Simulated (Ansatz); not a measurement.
# F on Pt(100): change of the work function, part 3 of 4

How does F on the hollow site change the work function of Pt(100) as the layer fills?

Ansatz 0.2.0; plane-wave DFT, PBE, Ansatz PAW.

So far, work function, upper face (eV): step 2 (the clean slab) 5.66; step 3 (37 atoms, coverage 0.111 ML, cell 3x3) 5.94.

### 4. The covered slab, k-mesh 6×6×1, coverage 0.25 ML

System of this step: Pt16F (F/Pt(100)). The cell holds 17 atoms: 16 Pt and 1 F. Its edges and angles: a = 5.544 Å, b = 5.544 Å, c = 24.538 Å, α = 90.0°, β = 90.0°, γ = 90.0°. Vacuum lies along c.

Another coverage, to see how the dipoles act on each other as their distance changes.

The input, input.yaml:

```yaml
crystal:
  lattice:
    - [5.5437171646, 0.0, 0.0]
    - [0.0, 5.5437171646, 0.0]
    - [0.0, 0.0, 24.5384938827]
  atoms:
    - { symbol: Pt, position: [0.25, 0.25, 0.3667706764] }
    - { symbol: Pt, position: [0.0, 0.0, 0.4466451793] }
    - { symbol: Pt, position: [0.25, 0.25, 0.5283559097] }
    - { symbol: Pt, position: [0.0, 0.0, 0.6087779451] }
    - { symbol: Pt, position: [0.25, 0.75, 0.3667706764] }
    - { symbol: Pt, position: [0.0, 0.5, 0.4466451793] }
    - { symbol: Pt, position: [0.25, 0.75, 0.5283559097] }
    - { symbol: Pt, position: [0.0, 0.5, 0.6087779451] }
    - { symbol: Pt, position: [0.75, 0.25, 0.3667706764] }
    - { symbol: Pt, position: [0.5, 0.0, 0.4466451793] }
    - { symbol: Pt, position: [0.75, 0.25, 0.5283559097] }
    - { symbol: Pt, position: [0.5, 0.0, 0.6087779451] }
    - { symbol: Pt, position: [0.75, 0.75, 0.3667706764] }
    - { symbol: Pt, position: [0.5, 0.5, 0.4466451793] }
    - { symbol: Pt, position: [0.75, 0.75, 0.5283559097] }
    - { symbol: Pt, position: [0.5, 0.5, 0.6087779451] }
    - { symbol: F, position: [0.25, 0.25, 0.6332293236] }
kpoints:
  mp_grid: { grid: [6, 6, 1] }
hamiltonian:
  xc: pbe
scf:
  occupations: { method: fermi_dirac, width: 0.1 }
  convergence: { dr2_threshold: 1.0e-08 }
efield:
  axis: 3
  dipole_correction: true
  ramp_position: 0.97
  ramp_width: 0.06
relax:
  f_tol: 0.02
  max_steps: 60
  constraints: [{ sites: [0, 1, 4, 5, 8, 9, 12, 13] }]
output:
  dos: { projected: true, e_range: [-8, 4] }
  write_potential: true
  write_density: true
  volumetric_format: npy
  elf: true
```

Run with:

```sh
$ ansatz run input.yaml --threads 4 --pin off --max-ram 16384MiB --backend cpu --events-out ev --progress --plain --runs-dir out
```

Numbers of over 12 decimals in the logs are rounded to 6 here.

What it wrote:

```text
[...]
Crystal: 17 atoms, lattice volume = 754.137 Å³
Basis set: ecut = 420 eV, 14719 PW (Γ), exchange–correlation on 80×80×360 points (8 copies of the dense FFT grid, shifted against one another)
Bands: 177, of which v1, the nominal top of the filled ones, is band 148 counted from 1 (147 counted from 0)
Symmetry: 8 space group operations
[...]
k-points: 10 of 36
[...]
SCF iter   1: F=—  HF=-201166.492604 eV  |F-HF|=—  |Δ(HF+E_count)|=         —  Δρ=1.51e-2  dr2=2.90e1  ethr=1.77e-3  p=-0.010 e·Å  D=-2.51e-3 V/Å  ΔV_dip=0.06 eV  dr2_dipole=1.06e1  V_vac-E_F(+/−)=5.09/5.03 eV  ⟨swp⟩=7.5  Hψ=7443  notcnv=0  defer=56
[...]
SCF iter  12: F=-201166.093184 eV  HF=-201166.093184 eV  |F-HF|=1.33e-7  |Δ(HF+E_count)|=   4.69e-7  Δρ=8.09e-7  dr2=9.79e-9  ethr=3.39e-12  p=0.074 e·Å  D=1.78e-2 V/Å  ΔV_dip=-0.44 eV  dr2_dipole=9.72e-11  V_vac-E_F(+/−)=5.22/5.66 eV  ⟨swp⟩=17.2  Hψ=14903  notcnv=0
SCF 1 converged in 12 iterations: F = -201166.093184 eV  dr2 = 9.79e-9
[...]
relax step   1: F+E_penalty+E_count = -201166.09318441 eV  Δ(F+E_penalty+E_count) = +0.000e0 eV  max|allowed force component| = 5.815e0 eV/Å  Δτ_max = 0.0000 Å  (12 SCF iters, accepted)
[...]
SCF iter  12: F=-201167.782699 eV  HF=-201167.782699 eV  |F-HF|=7.33e-8  |Δ(HF+E_count)|=   3.36e-7  Δρ=8.01e-7  dr2=5.62e-9  ethr=3.02e-12  p=0.040 e·Å  D=9.64e-3 V/Å  ΔV_dip=-0.24 eV  dr2_dipole=2.82e-13  V_vac-E_F(+/−)=5.42/5.65 eV  ⟨swp⟩=17.4  Hψ=13425  notcnv=0
SCF 2 converged in 12 iterations: F = -201167.782699 eV  dr2 = 5.62e-9
relax step   2: F+E_penalty+E_count = -201167.78269859 eV  Δ(F+E_penalty+E_count) = -1.690e0 eV  max|allowed force component| = 3.099e0 eV/Å  Δτ_max = 0.1947 Å  (12 SCF iters, accepted)
SCF iter   1: F=—  HF=-201168.373173 eV  |F-HF|=—  |Δ(HF+E_count)|=         —  Δρ=7.01e-3  dr2=4.24e-1  ethr=2.39e-3  p=0.040 e·Å  D=9.64e-3 V/Å  ΔV_dip=-0.24 eV  dr2_dipole=6.58e-2  V_vac-E_F(+/−)=5.42/5.66 eV  ⟨swp⟩=3.9  Hψ=3561  notcnv=0  defer=68
[...]
SCF iter  12: F=-201168.332696 eV  HF=-201168.332696 eV  |F-HF|=7.95e-9  |Δ(HF+E_count)|=   1.81e-7  Δρ=5.08e-7  dr2=4.64e-9  ethr=3.39e-12  p=0.006 e·Å  D=1.56e-3 V/Å  ΔV_dip=-0.04 eV  dr2_dipole=4.36e-10  V_vac-E_F(+/−)=5.62/5.66 eV  ⟨swp⟩=15.0  Hψ=12824  notcnv=0
SCF 3 converged in 12 iterations: F = -201168.332696 eV  dr2 = 4.64e-9
relax step   3: F+E_penalty+E_count = -201168.33269625 eV  Δ(F+E_penalty+E_count) = -5.500e-1 eV  max|allowed force component| = 1.985e0 eV/Å  Δτ_max = 0.1950 Å  (12 SCF iters, accepted)
[...]
relax step   4: F+E_penalty+E_count = -201168.68045551 eV  Δ(F+E_penalty+E_count) = -3.478e-1 eV  max|allowed force component| = 1.113e0 eV/Å  Δτ_max = 0.1963 Å  (12 SCF iters, accepted)
[...]
relax step   5: F+E_penalty+E_count = -201168.83612889 eV  Δ(F+E_penalty+E_count) = -1.557e-1 eV  max|allowed force component| = 4.587e-1 eV/Å  Δτ_max = 0.2000 Å  (12 SCF iters, accepted)
[...]
relax step   6: F+E_penalty+E_count = -201168.86839680 eV  Δ(F+E_penalty+E_count) = -3.227e-2 eV  max|allowed force component| = 6.646e-2 eV/Å  Δτ_max = 0.1249 Å  (11 SCF iters, accepted)
SCF iter   1: F=—  HF=-201168.871384 eV  |F-HF|=—  |Δ(HF+E_count)|=         —  Δρ=7.46e-4  dr2=1.20e-2  ethr=2.60e-5  p=-0.120 e·Å  D=-2.88e-2 V/Å  ΔV_dip=0.71 eV  dr2_dipole=2.05e-3  V_vac-E_F(+/−)=6.37/5.66 eV  ⟨swp⟩=2.1  Hψ=3108  notcnv=0  defer=124
[...]
SCF iter  10: F=-201168.869919 eV  HF=-201168.869919 eV  |F-HF|=3.70e-8  |Δ(HF+E_count)|=   2.63e-8  Δρ=8.39e-7  dr2=8.99e-9  ethr=3.39e-12  p=-0.117 e·Å  D=-2.81e-2 V/Å  ΔV_dip=0.69 eV  dr2_dipole=6.56e-11  V_vac-E_F(+/−)=6.35/5.66 eV  ⟨swp⟩=12.4  Hψ=13399  notcnv=0
SCF 7 converged in 10 iterations: F = -201168.869919 eV  dr2 = 8.99e-9
relax step   7: F+E_penalty+E_count = -201168.86991921 eV  Δ(F+E_penalty+E_count) = -1.522e-3 eV  max|allowed force component| = 8.397e-3 eV/Å  Δτ_max = 0.0112 Å  (10 SCF iters, accepted)
[...]
SCF converged after 10 iterations
Free energy (F): -201168.869919 eV
[...]
Internal energy: -201167.903462 eV  (E = F + TS)
E sigma→0 (E₀):  -201168.386690 eV
Entropy (-TS):   -0.966458 eV (-56.850 meV/atom)
Fermi energy:    3.492563 eV
Dipole field:    D = -0.028057 V/Å  (p = -0.116931 e·Å, saw-weighted, corrected)
Work function:   Φ+ = 6.3496 eV   Φ− = 5.6612 eV
[...]
--- Forces (eV/Å), atoms counted from 1 ---
  atom   1  Pt     0.00000000     0.00000000    -0.19521129
  atom   2  Pt    -0.03872956    -0.03872956     0.09182420
  atom   3  Pt    -0.00000000     0.00000000    -0.00839749
  atom   4  Pt     0.00600386     0.00600386     0.00166858
  atom   5  Pt    -0.00000000     0.00000000    -0.05859009
  atom   6  Pt    -0.03872956     0.03872956     0.09182420
  atom   7  Pt    -0.00000000     0.00000000     0.00761905
  atom   8  Pt     0.00600386    -0.00600386     0.00166858
  atom   9  Pt     0.00000000     0.00000000    -0.05859009
  atom  10  Pt     0.03872956    -0.03872956     0.09182420
  atom  11  Pt     0.00000000     0.00000000     0.00761905
  atom  12  Pt    -0.00600386     0.00600386     0.00166858
  atom  13  Pt    -0.00000000     0.00000000    -0.06220063
  atom  14  Pt     0.03872956     0.03872956     0.09182420
  atom  15  Pt     0.00000000     0.00000000    -0.00255742
  atom  16  Pt    -0.00600386    -0.00600386     0.00166858
  atom  17  F     -0.00000000     0.00000000    -0.00367958
  max |Σ_I F_I| component: 1.74e-5 eV/Å
--- Band table (eV; the first three rows and the last of 10) ---
  k-point 0: bands = [... 144 lower, 3.6210, 3.7569, 3.7569, 3.9953, 4.0084, 4.0132, 4.5560, 4.5979, ... 25 higher]
  k-point 1: bands = [... 144 lower, 3.5032, 3.5254, 3.5330, 3.6750, 3.6901, 3.8112, 4.0114, 4.1763, ... 25 higher]
  k-point 2: bands = [... 144 lower, 3.4017, 3.4191, 3.4730, 3.5184, 3.5475, 3.5921, 3.7195, 3.7478, ... 25 higher]
  k-point 9: bands = [... 144 lower, 2.6532, 2.8696, 2.8696, 3.0738, 3.5664, 3.6044, 3.6044, 3.6184, ... 25 higher]
--- Relaxed structure (7 steps of the walk, 7 accepted, 0 SCFs on fresh bases) ---
  F+E_penalty+E_count = -201168.86991921 eV   max|allowed force component| = 8.397e-3 eV/Å
  atoms:
    - { symbol: Pt, position: [0.25, 0.25, 0.366771] }
    - { symbol: Pt, position: [0.0, 0.0, 0.4466451793] }
    - { symbol: Pt, position: [0.25, 0.25, 0.528285] }
    - { symbol: Pt, position: [-0.0041015, -0.0041015, 0.608648] }
    - { symbol: Pt, position: [0.25, 0.75, 0.366771] }
    - { symbol: Pt, position: [0.0, 0.5, 0.4466451793] }
    - { symbol: Pt, position: [0.25, 0.75, 0.527440] }
    - { symbol: Pt, position: [-0.0041015, 0.504101, 0.608648] }
    - { symbol: Pt, position: [0.75, 0.25, 0.366771] }
    - { symbol: Pt, position: [0.5, 0.0, 0.4466451793] }
    - { symbol: Pt, position: [0.75, 0.25, 0.527440] }
    - { symbol: Pt, position: [0.504101, -0.0041015, 0.608648] }
    - { symbol: Pt, position: [0.75, 0.75, 0.366771] }
    - { symbol: Pt, position: [0.5, 0.5, 0.4466451793] }
    - { symbol: Pt, position: [0.75, 0.75, 0.529843] }
    - { symbol: Pt, position: [0.504101, 0.504101, 0.608648] }
    - { symbol: F, position: [0.25, 0.25, 0.670455] }
```

Wall time 5.3 min (4 threads of Arm Neoverse V1, shared host); peak memory 3.3 GiB.

Step by step:

```tsv
step	energy less that of the first step (eV)	largest force component (eV/Å)
1	0.0000	5.8150
2	-1.6895	3.0995
3	-2.2395	1.9849
4	-2.5873	1.1126
5	-2.7429	0.4587
6	-2.7752	0.0665
7	-2.7767	0.0084
```

The run keeps the 8 symmetry operations that it works with, so distortions that break them were not tested.

The atoms that moved most (Å):

```tsv
atom	dx	dy	dz	length
F17	0.000	0.000	0.913	0.913
Pt15	0.000	0.000	0.036	0.036
Pt16	0.023	0.023	-0.003	0.032
Pt8	-0.023	0.023	-0.003	0.032
Pt12	0.023	-0.023	-0.003	0.032
Pt4	-0.023	-0.023	-0.003	0.032
Pt7	0.000	0.000	-0.022	0.022
Pt11	0.000	0.000	-0.022	0.022
```

Final coordinates:

```xyz
17
Lattice="5.5437 0.0000 0.0000 0.0000 5.5437 0.0000 0.0000 0.0000 24.5385" Properties=species:S:1:pos:R:3
Pt    1.3859    1.3859    9.0000
Pt    0.0000    0.0000   10.9600
Pt    1.3859    1.3859   12.9633
Pt   -0.0227   -0.0227   14.9353
Pt    1.3859    4.1578    9.0000
Pt    0.0000    2.7719   10.9600
Pt    1.3859    4.1578   12.9426
Pt   -0.0227    2.7946   14.9353
Pt    4.1578    1.3859    9.0000
Pt    2.7719    0.0000   10.9600
Pt    4.1578    1.3859   12.9426
Pt    2.7946   -0.0227   14.9353
Pt    4.1578    4.1578    9.0000
Pt    2.7719    2.7719   10.9600
Pt    4.1578    4.1578   13.0015
Pt    2.7946    2.7946   14.9353
F     1.3859    1.3859   16.4520
```

This step gave:

| Property | Result |
| --- | --- |
| energy at zero smearing | -201168.3867 eV |
| work function, upper face | 6.350 eV |
| work function, lower face | 5.661 eV |
| dipole along the normal | -0.1169 e·Å |
| step between the vacuum levels | 0.6885 eV |

The density of states has structure finer than the step of the table below, so its rows give means over 0.25 eV, whole bins alone (the curve runs from -8 to 1.98 eV). Peaks (eV: height): -4.960: 49.2, -3.310: 78.2, -3.160: 42.6, -2.200: 43.7, -2.080: 48.5, 0.030: 48.1, 0.120: 44.6.

Density of states against energy, zero at the Fermi level; means over each step:

```tsv
energy (eV)	density of states (states/eV a cell)
-7.75	1.43
-7.50	2.93
-7.25	3.40
-7.00	4.27
-6.75	9.10
-6.50	9.55
-6.25	13.5
-6.00	20.2
-5.75	22.3
-5.50	21.7
-5.25	17.9
-5.00	20.0
-4.75	19.3
-4.50	20.5
-4.25	27.8
-4.00	26.5
-3.75	23.9
-3.50	25.5
-3.25	42.5
-3.00	23.4
-2.75	22.6
-2.50	16.9
-2.25	31.8
-2.00	26.0
-1.75	21.8
-1.50	25.3
-1.25	28.8
-1.00	26.1
-0.75	27.9
-0.50	33.7
-0.25	24.5
0.00	35.0
0.25	19.5
0.50	8.88
0.75	7.61
1.00	6.12
1.25	2.49
1.50	5.35
1.75	5.47
```

Projected DOS per atom over height of the atomic layer and energy from the Fermi level. Layers: Pt4 Pt4 Pt4 Pt4 F from below.

Ten even steps from '_' (0.01 states/eV) to '@' (3.14 states/eV), each cell a mean:
```
__________
__________
........__
::::::::__
++++****..
##====**..
##----**..
**----**..
++----++__
##----++__
++::::++::
++####++--
--====--++
====++==@@
--------**
::==--::..
--++++::..
::++++::..
__----..__
__....____
__________
__________
```
Columns: height of the atomic layer (Å) from 9 to 16.5 (not evenly spaced); rows upwards: energy from the Fermi level (eV) from -7.96 to 1.95.

Valence density in the ca plane at fractional y = 0.250, with atoms of Pt and F within 0.2 Å of it. It is the smooth field of the valence electrons, not physical close to the nuclei.

Values in units of 1e0 e/Å³, 8 rows by 16 columns, each cell a mean:
```
0.3 1.4 0.4 0.3 0.4 1.4 0.4 0.3 0.1 0.0 0.0 0.0 0.0 0.0 0.0 0.0
1.2 8.4 1.6 0.2 1.5 8.4 1.3 0.1 0.1 0.0 0.0 0.0 0.0 0.0 0.0 0.0
0.9 6.2 1.2 0.2 1.2 6.2 1.0 0.2 0.1 0.0 0.0 0.0 0.0 0.0 0.0 0.0
0.2 0.7 0.3 0.3 0.3 0.7 0.3 0.3 0.1 0.0 0.0 0.0 0.0 0.0 0.0 0.0
0.3 1.4 0.4 0.3 0.4 1.4 0.4 0.2 0.4 0.3 0.0 0.0 0.0 0.0 0.0 0.0
1.2 8.4 1.6 0.2 1.4 8.4 1.4 0.2 3.7 3.6 0.0 0.0 0.0 0.0 0.0 0.0
0.9 6.2 1.2 0.2 1.1 6.2 1.0 0.2 2.3 2.2 0.0 0.0 0.0 0.0 0.0 0.0
0.2 0.7 0.3 0.3 0.3 0.7 0.3 0.3 0.2 0.1 0.0 0.0 0.0 0.0 0.0 0.0
```
Columns run along c (16.0 Å, from fractional 0.31 to 0.97 of the cell), rows up along a (5.5 Å). Atoms in or near the plane, at fractional coordinates: Pt at (0.37, 0.25), Pt at (0.53, 0.25), Pt at (0.37, 0.75), Pt at (0.53, 0.75), F at (0.67, 0.25).

ELF in the ca plane at fractional y = 0.250, with atoms of Pt and F within 0.2 Å of it. It is the smooth field of the valence electrons, not physical close to the nuclei.

Ten even steps from '0' (0.00) to '9' (0.81), each cell a mean:
```
23333222333323333223332100000000000000000000
23455432222234564322222100000000000000000000
34678753212246887422221100000000000000000000
35788853211257888532111000000000000000000000
34678743212246887422221100000000000000000000
23455432222234564322222100000000000000000000
23333222333323333223332100000000000000000000
23333222333333333223331111100000000000000000
23344332222223443222221366521000000000000000
24577643222235776322113899852000000000000000
35788753211247887531116979973100000000000000
35788753211247887532116979973100000000000000
23577643222235775322113899852000000000000000
23344322222223443222221356421000000000000000
23333222333333333223331111100000000000000000
```
Columns run along c (16.0 Å, from fractional 0.31 to 0.97 of the cell), rows up along a (5.5 Å). Atoms in or near the plane, at fractional coordinates: Pt at (0.37, 0.25), Pt at (0.53, 0.25), Pt at (0.37, 0.75), Pt at (0.53, 0.75), F at (0.67, 0.25).

Electrostatic potential energy in the ca plane at fractional y = 0.250, with atoms of Pt and F within 0.2 Å of it. With pseudopotentials it is smooth inside the atoms' cores, unlike the true potential.

Ten even steps from '0' (-70 eV) to '9' (10 eV), each cell a mean:
```
99988899999998888999999999999999999999999999
98744689999986446899999999999999999999999999
97300269999973002799999999999999999999999999
97200058999961001689999999999999999999999999
97300269999973002799999999999999999999999999
98744689999986446899999999999999999999999999
99988899999998888999999999999999999999999999
99998999999999889999999999999999999999999999
99876789999998667899999999999999999999999999
98521379999984114799999867999999999999999999
97200168999972001689999534799999999999999999
97200168999972001689999534799999999999999999
98521479999985214799999867999999999999999999
99876789999998667899999999999999999999999999
99998999999999889999999999999999999999999999
```
Columns run along c (16.0 Å, from fractional 0.31 to 0.97 of the cell; values clipped at the 3rd and 97th percentile), rows up along a (5.5 Å). Atoms in or near the plane, at fractional coordinates: Pt at (0.37, 0.25), Pt at (0.53, 0.25), Pt at (0.37, 0.75), Pt at (0.53, 0.75), F at (0.67, 0.25).

The relaxation took 7 steps and lowered the energy by 2.8 eV; the largest force on the free atoms ends at 0.0084 eV/Å.

By hand: a sheet of dipoles makes a step −p/(ε₀A) in the electron's potential. With e/ε₀ = 180.95 V·Å, p = -0.1169 e·Å and A = 30.73 Å², that is −180.95 × (-0.1169) / 30.73 = +0.688 eV, and the two vacuum levels of the run differ by +0.688 eV.

The covered face has 6.35 eV, +0.69 eV against the clean one; the bare back face has moved by +0.01 eV, a measure of how thin the slab is.

### 5. The covered slab, k-mesh 6×6×1, coverage 0.5 ML

System of this step: Pt8F (F/Pt(100)). The cell holds 18 atoms: 16 Pt and 2 F. Its edges and angles: a = 5.544 Å, b = 5.544 Å, c = 24.538 Å, α = 90.0°, β = 90.0°, γ = 90.0°. Vacuum lies along c.

Another coverage, to see how the dipoles act on each other as their distance changes.

input.yaml, as its differences from that of step 4:

```diff
@@ -23,2 +23,3 @@
     - { symbol: F, position: [0.25, 0.25, 0.6332293236] }
+    - { symbol: F, position: [0.75, 0.75, 0.6332293236] }
 kpoints:
```

What it wrote:

```text
[...]
Crystal: 18 atoms, lattice volume = 754.137 Å³
Basis set: ecut = 420 eV, 14719 PW (Γ), exchange–correlation on 80×80×360 points (8 copies of the dense FFT grid, shifted against one another)
Bands: 182, of which v1, the nominal top of the filled ones, is band 151 counted from 1 (150 counted from 0)
Symmetry: 16 space group operations
[...]
- { symbol: Pt, position: [0.25, 0.75, 0.526438] }
    - { symbol: Pt, position: [0, 0.5, 0.608220] }
[...]
- { symbol: Pt, position: [0.75, 0.75, 0.366771] }
    - { symbol: Pt, position: [0.5, 0.5, 0.4466451793] }
    - { symbol: Pt, position: [0.75, 0.75, 0.529739] }
    - { symbol: Pt, position: [0.5, 0.5, 0.608220] }
    - { symbol: F, position: [0.25, 0.25, 0.671004] }
    - { symbol: F, position: [0.75, 0.75, 0.671004] }
[key lines of the parts left out:]
SCF converged after 7 iterations
Free energy (F): -201975.788619 eV
Fermi energy:    3.370013 eV
Dipole field:    D = -0.058342 V/Å  (p = -0.243146 e·Å, saw-weighted, corrected)
Work function:   Φ+ = 7.0924 eV   Φ− = 5.6607 eV
```

It took 6.4 min on 4 threads; peak memory 3.4 GiB.

[end of part 3 of 4]

[Logs are printed without paths, hosts, clocks, repeated set-up lines and the standing remarks that a program may print on its own settings, such as how far it seeks lower states.]

[Hosts, paths, dates, database ids (printed as entryN), source tags and the programs' standing remarks are cut or masked in the printed files.]

[Maps of the electrostatic potential energy from Ansatz leave out the sawtooth potential of an applied field or a dipole correction, so their vacuum need not be flat; planar profiles and work functions include it.]

[The density of states shown here was stored with 400 of the rows of the run's finer table, so its peaks can read low, often by over a quarter, or be missed, and its means over a window can be off by a tenth or more.]
